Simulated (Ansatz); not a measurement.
**Sn2S3 (Ottemannite): converging the G0W0 gap**

Wanted: a G0W0 gap for Sn2S3 (Ottemannite) that is converged in bands and cutoff, or an estimate of the limit.

Method: G0W0 on r2SCAN, plane waves, PAW, in Ansatz 0.2.0.

## Step 1: The structure

It takes space group Pnma (No. 62, orthorhombic). The conventional cell has a = 8.878 Å, b = 3.751 Å, c = 14.020 Å, α = 90.00°, β = 90.00°, γ = 90.00°. Nearest to Sn lie 6 S at 2.50 to 2.60 Å. Nearest to Sn lie 4 S at 2.65 to 3.14 Å. Nearest to S lie 4 Sn at 2.57 to 3.14 Å. S has 3 Sn at 2.56 to 2.77 Å nearest. Nearest to S lie 3 Sn at 2.50 to 2.65 Å. Farther neighbours and most contacts between anions are not listed.

The cell and positions come from the Crystallography Open Database and are kept as given unless a step says otherwise. The default PAW set here is soft_2. Its files were made with PBE.

## Step 2: 148 empty bands, screening to 27 eV

G0W0 replaces the xc potential by the self-energy, built once from these orbitals. Only a window of levels is corrected, while the sums run over the empty bands that the input names.

Contents of input.yaml:

```yaml
crystal:
  lattice:
    - [8.878, 0.0, 0.0]
    - [0.0, 3.751, 0.0]
    - [0.0, 0.0, 14.02]
  atoms:
    - { symbol: Sn, position: [0.16494, 0.25, 0.05195] }
    - { symbol: Sn, position: [0.33506, 0.75, 0.55195] }
    - { symbol: Sn, position: [0.66494, 0.25, 0.44805] }
    - { symbol: Sn, position: [0.83506, 0.75, 0.94805] }
    - { symbol: Sn, position: [0.48509, 0.75, 0.16936] }
    - { symbol: Sn, position: [0.01491, 0.25, 0.66936] }
    - { symbol: Sn, position: [0.98509, 0.75, 0.33064] }
    - { symbol: Sn, position: [0.51491, 0.25, 0.83064] }
    - { symbol: S, position: [0.98047, 0.75, 0.1064] }
    - { symbol: S, position: [0.51953, 0.25, 0.6064] }
    - { symbol: S, position: [0.48047, 0.75, 0.3936] }
    - { symbol: S, position: [0.01953, 0.25, 0.8936] }
    - { symbol: S, position: [0.33879, 0.75, 0.99524] }
    - { symbol: S, position: [0.16121, 0.25, 0.49524] }
    - { symbol: S, position: [0.83879, 0.75, 0.50476] }
    - { symbol: S, position: [0.66121, 0.25, 0.00476] }
    - { symbol: S, position: [0.28631, 0.25, 0.21246] }
    - { symbol: S, position: [0.21369, 0.75, 0.71246] }
    - { symbol: S, position: [0.78631, 0.25, 0.28754] }
    - { symbol: S, position: [0.71369, 0.75, 0.78754] }
kpoints:
  mp_grid: { grid: [2, 4, 2] }
hamiltonian:
  xc: r2scan
scf:
  occupations: { method: fixed }
gw:
  n_empty_bands: 148
  ecut_chi: 27
  qp_bands: [v4, c4]
  qp_kpoints: band_edges
  screening: { model: contour_deformation }
```

Run with:

```bash
ansatz run input.yaml --threads 24 --pin off --max-ram 82944MiB --backend cuda --events-out ev --progress --plain --runs-dir out --devices 1 --max-vram 78GiB
```

Numbers of over 12 decimals in the logs are rounded to 6 here.

What it wrote:

```text
GPUs: using 1 of 1 available (devices: 1).
Engine: ansatz 0.2.0, aarch64-unknown-linux-gnu
Pseudopotentials: kind: paw
Pseudopotential: Sn, paw, valence charge 14, recommended cutoff 500 eV (meta_gga), Sn.paw.azcp
Pseudopotential: S, paw, valence charge 6, recommended cutoff 500 eV (meta_gga), S.paw.azcp
Functional definition: r2SCAN
  parameter k0 = 0.174
  parameter k1 = 0.065
  parameter a1 = 4.9479
  exchange = r2scan_x(k0 = k0, k1 = k1, a1 = a1)
  correlation = r2scan_c
[...]
Crystal: 20 atoms, lattice volume = 466.885 Å³
Basis set: ecut = 500 eV, 11863 PW (Γ), exchange–correlation on 288×120×432 points (64 copies of the dense FFT grid, shifted against one another)
Bands: 112, of which v1, the nominal top of the filled ones, is band 92 counted from 1 (91 counted from 0)
Symmetry: 8 space group operations
Space group: Pnma (ITA 62), of the structure as read, at distance tolerance 7.8e-5 Å
k-points: 12 of 16
Non-local potential: Sn, projectors of the file, l = 0: 2, l = 1: 2, l = 2: 2, l = 3: 2
Non-local potential: S, projectors of the file, l = 0: 2, l = 1: 2, l = 2: 2
PAW form: soft (Blöchl's): semilocal exchange-correlation on the pseudo side does not see the compensation charge
PAW frozen core: Sn, regenerated for the run's functional (the file was generated under x = pbe(κ = 0.804, μ = 0.219515), c = pbe(β = 0.066725))
PAW frozen core: S, regenerated for the run's functional (the file was generated under x = pbe(κ = 0.804, μ = 0.219515), c = pbe(β = 0.066725))
PAW one-centre angular grid: Sn, 590 points (default); XC on 249 of its mesh's 2787 points in the sphere
PAW one-centre angular grid: S, 302 points (default); XC on 160 Gauss nodes
Initial density: superposition of atomic densities (neutral atoms: chi_scale 0, normalization atom), corrected by the library's trained network
Initial wavefunctions: pseudopotential atomic-orbital guess
[...]
Functional: x = r2scan, c = r2scan; τ floored in thin density (d = 2e-4 eV/Å³)
SCF iter   1: F=—  HF=-59188.377575 eV  |F-HF|=—  |Δ(HF+E_count)|=         —  Δρ=6.36e-3  dr2=1.87e-1  dr2_τ=8.42e-2  ethr=1.77e-3  ⟨swp⟩=4.8  Hψ=4482  notcnv=0  defer=205
preconditioner: auto → Resta (q_TF=auto, 2.336 Å⁻¹)  ε∞=3.0  [insulator: Δε(μ)=0.954 eV  Ē_g=16.560 eV  n_scr=110 (ndim 8)  ℏωp=23.3 eV  f_vac=0.007  ε∞_Penn≈3.0]
SCF iter   2: F=—  HF=-59188.538108 eV  |F-HF|=—  |Δ(HF+E_count)|=   1.61e-1  Δρ=3.45e-3  dr2=4.58e-2  dr2_τ=7.31e-4  ethr=1.02e-4  ⟨swp⟩=3.0  Hψ=2618  notcnv=0  defer=212
SCF iter   3: F=—  HF=-59188.536886 eV  |F-HF|=—  |Δ(HF+E_count)|=   1.22e-3  Δρ=8.55e-4  dr2=2.74e-3  dr2_τ=1.90e-4  ethr=2.49e-5  ⟨swp⟩=2.2  Hψ=1637  notcnv=0  defer=212
SCF iter   4: F=—  HF=-59188.536773 eV  |F-HF|=—  |Δ(HF+E_count)|=   1.13e-4  Δρ=1.73e-4  dr2=1.70e-4  dr2_τ=1.27e-5  ethr=1.49e-6  ⟨swp⟩=2.7  Hψ=2176  notcnv=0  defer=212
SCF iter   5: F=—  HF=-59188.536824 eV  |F-HF|=—  |Δ(HF+E_count)|=   5.06e-5  Δρ=7.03e-5  dr2=4.06e-5  dr2_τ=1.87e-6  ethr=9.25e-8  ⟨swp⟩=2.0  Hψ=1604  notcnv=0  defer=194
SCF iter   6: F=—  HF=-59188.536830 eV  |F-HF|=—  |Δ(HF+E_count)|=   5.88e-6  Δρ=2.35e-5  dr2=5.83e-6  dr2_τ=2.52e-7  ethr=2.20e-8  ⟨swp⟩=2.0  Hψ=1648  notcnv=0  defer=188
SCF iter   7: F=—  HF=-59188.536830 eV  |F-HF|=—  |Δ(HF+E_count)|=   8.63e-7  Δρ=6.46e-6  dr2=3.23e-7  dr2_τ=1.16e-8  ethr=3.17e-9  ⟨swp⟩=2.0  Hψ=1613  notcnv=0  defer=188
SCF iter   8: F=-59188.536831 eV  HF=-59188.536831 eV  |F-HF|=4.84e-9  |Δ(HF+E_count)|=   1.01e-7  Δρ=1.90e-6  dr2=2.87e-8  dr2_τ=2.03e-9  ethr=5.43e-11  ⟨swp⟩=13.2  Hψ=6618  notcnv=0
SCF 1 converged in 8 iterations: F = -59188.536831 eV  dr2 = 2.87e-8
  greatest PAW one-centre occupation: 0.993 electrons in one spin orbital (limit 2), on the Sn atom at site 3 (counted from 0), in its partial waves of l = 2
[...]
NSCF: frozen V_eff on 12 k-points
the band table was solved once the SCF had ended and its energy, with any forces and stress, was formed, with the checks that follow a solve (5250 applications of the Hamiltonian). They found nothing against the state; the energy, forces and stress were not computed again (output.eigenvalues in the input reference)
[...]
NSCF: frozen V_eff on 12 k-points
G₀W₀ screening: q 1/12
[...]
SCF converged after 8 iterations
[...]
3    96      9.5518   -11.2285    -2.8494   -15.2791  0.7760    10.7758    10.7529  root
     4    89      6.0375   -17.4901     2.6780   -15.1840  0.7527     6.4064     6.4094  root
     4    90      6.0375   -17.4901     2.6780   -15.1840  0.7527     6.4064     6.4094  root
     4    91      6.5616   -16.3561     2.0711   -14.6931  0.7691     6.9671     6.9696  root
     4    92      6.5616   -16.3561     2.0711   -14.6931  0.7691     6.9671     6.9696  root
     4    93      8.8003   -10.9679    -2.5980   -14.6798  0.7845     9.9289     9.9141  root
     4    94      8.8003   -10.9679    -2.5980   -14.6798  0.7845     9.9289     9.9141  root
     4    95      9.0055   -10.7786    -2.6639   -14.5373  0.7803    10.1147    10.1002  root
     4    96      9.0055   -10.7786    -2.6639   -14.5373  0.7803    10.1147    10.1002  root
     5    89      6.0427   -17.9816     2.8692   -15.4892  0.7516     6.4165     6.4196  root
     5    90      6.0427   -17.9816     2.8692   -15.4892  0.7516     6.4165     6.4196  root
     5    91      6.5692   -16.5809     2.0811   -14.9278  0.7693     6.9944     6.9972  root
     5    92      6.5692   -16.5809     2.0811   -14.9278  0.7693     6.9944     6.9972  root
     5    93      8.4156   -10.6808    -2.4679   -14.1945  0.7899     9.4749     9.4614  root
     5    94      8.4156   -10.6808    -2.4679   -14.1945  0.7899     9.4749     9.4614  root
     5    95      9.3957   -10.5179    -2.8046   -14.4005  0.7755    10.4881    10.4736  root
     5    96      9.3957   -10.5179    -2.8046   -14.4005  0.7755    10.4881    10.4736  root
     6    89      6.6476   -16.1946     2.0681   -14.5215  0.7673     7.0423     7.0425  root
     6    90      6.6476   -16.1946     2.0681   -14.5215  0.7673     7.0423     7.0425  root
     6    91      6.9680   -16.5806     2.0054   -15.0330  0.7684     7.4221     7.4259  root
     6    92      6.9680   -16.5806     2.0054   -15.0330  0.7684     7.4221     7.4259  root
     6    93      8.5506   -10.9614    -2.5364   -14.5677  0.7858     9.6339     9.6205  root
     6    94      8.5506   -10.9614    -2.5364   -14.5677  0.7858     9.6339     9.6205  root
     6    95      9.5146   -11.4164    -2.7785   -15.3565  0.7812    10.6966    10.6761  root
[...]
11    89      6.2014   -17.1559     2.4159   -15.1375  0.7597     6.5955     6.5988  root
    11    90      6.2014   -17.1559     2.4159   -15.1375  0.7597     6.5955     6.5988  root
    11    91      6.2014   -17.1559     2.4159   -15.1375  0.7597     6.5955     6.5988  root
    11    92      6.2014   -17.1559     2.4159   -15.1375  0.7597     6.5955     6.5988  root
    11    93      8.8984   -10.9025    -2.6019   -14.6132  0.7852    10.0238    10.0072  root
    11    94      8.8984   -10.9025    -2.6019   -14.6132  0.7852    10.0238    10.0072  root
    11    95      8.8984   -10.9025    -2.6019   -14.6132  0.7852    10.0238    10.0072  root
    11    96      8.8984   -10.9025    -2.6019   -14.6132  0.7852    10.0238    10.0072  root
```

The job ended after 11 s (1 × NVIDIA GB200 (shared by 2 runs) with 24 threads of Arm Neoverse V2, shared host; peak memory 3.3 GiB; 31 s of CPU time).

Numbers from this step:

| Property | Result |
| --- | --- |
| bands summed | 240 |
| RPA ε∞ on this mesh (eigenvalues) | 8.261, 8.264, 8.521 |
| plane waves in the screening matrix | 151 |
| q-points in the mesh | 16 |
| G0W0 gap on the mesh | 1.370 eV |
| k of the valence top | 0, 0, 0 |
| k of the conduction bottom | 0, 0, -0.5 |
| starting gap on the mesh | 0.8819 eV |
| Z at the valence top | 0.7754 |
| Z at the conduction bottom | 0.7906 |
| least direct G0W0 gap on the computed points | 1.402 eV |

The gap on the mesh goes from 0.88 eV to 1.37 eV, a correction of +0.49 eV, though a band edge has moved to another state.

## Step 3: 420 empty bands, screening to 54 eV

Another rung: the empty bands reach about as high as the screening cutoff, so the two stay in balance.

Changes to input.yaml since step 2:

```diff
@@ -33,4 +33,4 @@
 gw:
-  n_empty_bands: 148
-  ecut_chi: 27
+  n_empty_bands: 420
+  ecut_chi: 54
   qp_bands: [v4, c4]
```

What it wrote:

```text
GPUs: using 1 of 1 available (devices: 1).
[...]
Crystal: 20 atoms, lattice volume = 466.885 Å³
Basis set: ecut = 500 eV, 11863 PW (Γ), exchange–correlation on 288×120×432 points (64 copies of the dense FFT grid, shifted against one another)
Bands: 112, of which v1, the nominal top of the filled ones, is band 92 counted from 1 (91 counted from 0)
Symmetry: 8 space group operations
[...]
k-points: 12 of 16
[...]
SCF iter   1: F=—  HF=-59188.377575 eV  |F-HF|=—  |Δ(HF+E_count)|=         —  Δρ=6.36e-3  dr2=1.87e-1  dr2_τ=8.42e-2  ethr=1.77e-3  ⟨swp⟩=4.8  Hψ=4482  notcnv=0  defer=205
[...]
SCF iter   8: F=-59188.536831 eV  HF=-59188.536831 eV  |F-HF|=4.84e-9  |Δ(HF+E_count)|=   1.01e-7  Δρ=1.90e-6  dr2=2.87e-8  dr2_τ=2.03e-9  ethr=5.43e-11  ⟨swp⟩=13.2  Hψ=6618  notcnv=0
SCF 1 converged in 8 iterations: F = -59188.536831 eV  dr2 = 2.87e-8
[...]
NSCF: frozen V_eff on 12 k-points
[...]
G₀W₀ screening: q 1/12
[...]
SCF converged after 8 iterations
[...]
3    96      9.5518   -11.2285    -3.3275   -15.2791  0.7680    10.2906    10.2748  root
     4    89      6.0375   -17.4901     2.3604   -15.1840  0.7465     6.0916     6.0917  root
     4    90      6.0375   -17.4901     2.3604   -15.1840  0.7465     6.0916     6.0917  root
     4    91      6.5616   -16.3561     1.6485   -14.6931  0.7642     6.5471     6.5471  root
     4    92      6.5616   -16.3561     1.6485   -14.6931  0.7642     6.5471     6.5471  root
     4    93      8.8003   -10.9679    -3.0477   -14.6798  0.7774     9.4720     9.4644  root
     4    94      8.8003   -10.9679    -3.0477   -14.6798  0.7774     9.4720     9.4644  root
     4    95      9.0055   -10.7786    -3.1019   -14.5373  0.7730     9.6694     9.6622  root
[...]
11    93      8.8984   -10.9025    -3.0474   -14.6132  0.7780     9.5709     9.5618  root
    11    94      8.8984   -10.9025    -3.0474   -14.6132  0.7780     9.5709     9.5618  root
    11    95      8.8984   -10.9025    -3.0474   -14.6132  0.7780     9.5709     9.5618  root
    11    96      8.8984   -10.9025    -3.0474   -14.6132  0.7780     9.5709     9.5618  root
```

Run time: 18 s. Hardware: 1 × NVIDIA GB200 (shared by 2 runs) with 24 threads; peak memory 5.1 GiB; 62 s of CPU time.

This step gave:

```
bands summed                                 : 512
RPA ε∞ on this mesh (eigenvalues)            : 8.264, 8.282, 8.516
plane waves in the screening matrix          : 423
q-points in the mesh                         : 16
G0W0 gap on the mesh                         : 1.392 eV
k of the valence top                         : 0, 0, 0
k of the conduction bottom                   : 0, 0, -0.5
starting gap on the mesh                     : 0.8819 eV
Z at the valence top                         : 0.7678
Z at the conduction bottom                   : 0.7838
least direct G0W0 gap on the computed points : 1.415 eV
```

Against the run with 2×4×2 mesh, 148 empty bands, screening to 27 eV, the gap moves by +0.02 eV.

## Step 4: 905 empty bands, screening to 90 eV

Changes to input.yaml since step 3:

```diff
@@ -33,4 +33,4 @@
 gw:
-  n_empty_bands: 420
-  ecut_chi: 54
+  n_empty_bands: 905
+  ecut_chi: 90.0
   qp_bands: [v4, c4]
```

What it wrote:

```text
GPUs: using 1 of 1 available (devices: 1).
[...]
Crystal: 20 atoms, lattice volume = 466.885 Å³
Basis set: ecut = 500 eV, 11863 PW (Γ), exchange–correlation on 288×120×432 points (64 copies of the dense FFT grid, shifted against one another)
Bands: 112, of which v1, the nominal top of the filled ones, is band 92 counted from 1 (91 counted from 0)
Symmetry: 8 space group operations
[...]
k-points: 12 of 16
[...]
4    94      8.8003   -10.9679    -3.3452   -14.6798  0.7733     9.1699     9.1668  root
     4    95      9.0055   -10.7786    -3.3892   -14.5373  0.7689     9.3766     9.3749  root
[...]
11    93      8.8984   -10.9025    -3.3400   -14.6132  0.7739     9.2718     9.2692  root
    11    94      8.8984   -10.9025    -3.3400   -14.6132  0.7739     9.2718     9.2692  root
    11    95      8.8984   -10.9025    -3.3400   -14.6132  0.7739     9.2718     9.2692  root
    11    96      8.8984   -10.9025    -3.3400   -14.6132  0.7739     9.2718     9.2692  root
[key lines of the parts left out:]
SCF converged after 8 iterations
```

The job ended after 37 s (1 × NVIDIA GB200 (shared by 2 runs) with 24 threads; peak memory 8.4 GiB; 2 min of CPU time).

Numbers from this step:

| Quantity | Value |
| --- | --- |
| bands summed | 997 |
| RPA ε∞ on this mesh (eigenvalues) | 8.216, 8.223, 8.425 |
| plane waves in the screening matrix | 885 |
| G0W0 gap on the mesh | 1.422 eV |
| k of the valence top | 0, 0, 0 |
| k of the conduction bottom | 0, -0.5, -0.5 |
| starting gap on the mesh | 0.8819 eV |
| least direct G0W0 gap on the computed points | 1.438 eV |

Against the run with 2×4×2 mesh, 420 empty bands, screening to 54 eV, the gap moves by +0.03 eV.

## Step 5: Changing the k mesh: 2×4×1 mesh, 420 empty bands, screening to 54 eV

A second mesh at equal bands and cutoff isolates the sampling error. Bands and cutoff differ from the step before, so it is read against an earlier run that matches them.

Changes to input.yaml since step 4:

```diff
@@ -27,3 +27,3 @@
 kpoints:
-  mp_grid: { grid: [2, 4, 2] }
+  mp_grid: { grid: [2, 4, 1] }
 hamiltonian:
@@ -33,4 +33,4 @@
 gw:
-  n_empty_bands: 905
-  ecut_chi: 90.0
+  n_empty_bands: 420
+  ecut_chi: 54
   qp_bands: [v4, c4]
```

What it wrote:

```text
GPUs: using 1 of 1 available (devices: 1).
[...]
Crystal: 20 atoms, lattice volume = 466.885 Å³
Basis set: ecut = 500 eV, 11863 PW (Γ), exchange–correlation on 288×120×432 points (64 copies of the dense FFT grid, shifted against one another)
Bands: 112, of which v1, the nominal top of the filled ones, is band 92 counted from 1 (91 counted from 0)
Symmetry: 8 space group operations
[...]
k-points: 6 of 8
[...]
0    95      8.9238   -11.2937    -3.1974   -15.1604  0.7826     9.6004     9.5931  root
     0    96      9.2211   -10.9457    -3.2437   -14.8499  0.7802     9.8892     9.8817  root
[...]
5    93      8.9849   -10.9897    -3.1205   -14.7919  0.7783     9.6744     9.6666  root
     5    94      8.9849   -10.9897    -3.1205   -14.7919  0.7783     9.6744     9.6666  root
     5    95      8.9849   -10.9897    -3.1205   -14.7919  0.7783     9.6744     9.6666  root
     5    96      8.9849   -10.9897    -3.1205   -14.7919  0.7783     9.6744     9.6666  root
[key lines of the parts left out:]
SCF converged after 8 iterations
```

Elapsed: 7 s, on 1 × NVIDIA GB200 (shared by 2 runs) with 24 threads; peak memory 3.3 GiB.

Numbers from this step:

- bands summed: 512
- RPA ε∞ on this mesh (eigenvalues): 7.881, 8.112, 8.439
- plane waves in the screening matrix: 423
- G0W0 gap on the mesh: 1.561 eV
- k of the valence top: 0, 0, 0
- k of the conduction bottom: -0.5, 0, 0
- starting gap on the mesh: 1.024 eV
- least direct G0W0 gap on the computed points: 1.636 eV

Against the run with 2×4×2 mesh, 420 empty bands, screening to 54 eV, the gap moves by +0.17 eV, while the start moved by +0.14 eV. A band edge is found at another k point on this mesh.

(Part 1 of 2 ends here.)

[Paths, hosts, dates, memory and timing lines, banners, echoed tables and standing remarks are left out of the program output.]

[Logs are printed without paths, hosts, clocks, repeated set-up lines and the standing remarks that a program may print on its own settings, such as how far it seeks lower states.]

[Runs of the session that timed out or met a known fault of the program may be left out.]

[Cells called generated may have been cut or substituted from an entry of the Crystallography Open Database or the Materials Project.]

[Hosts, paths, dates, database ids (printed as entryN), source tags and the programs' standing remarks are cut or masked in the printed files.]
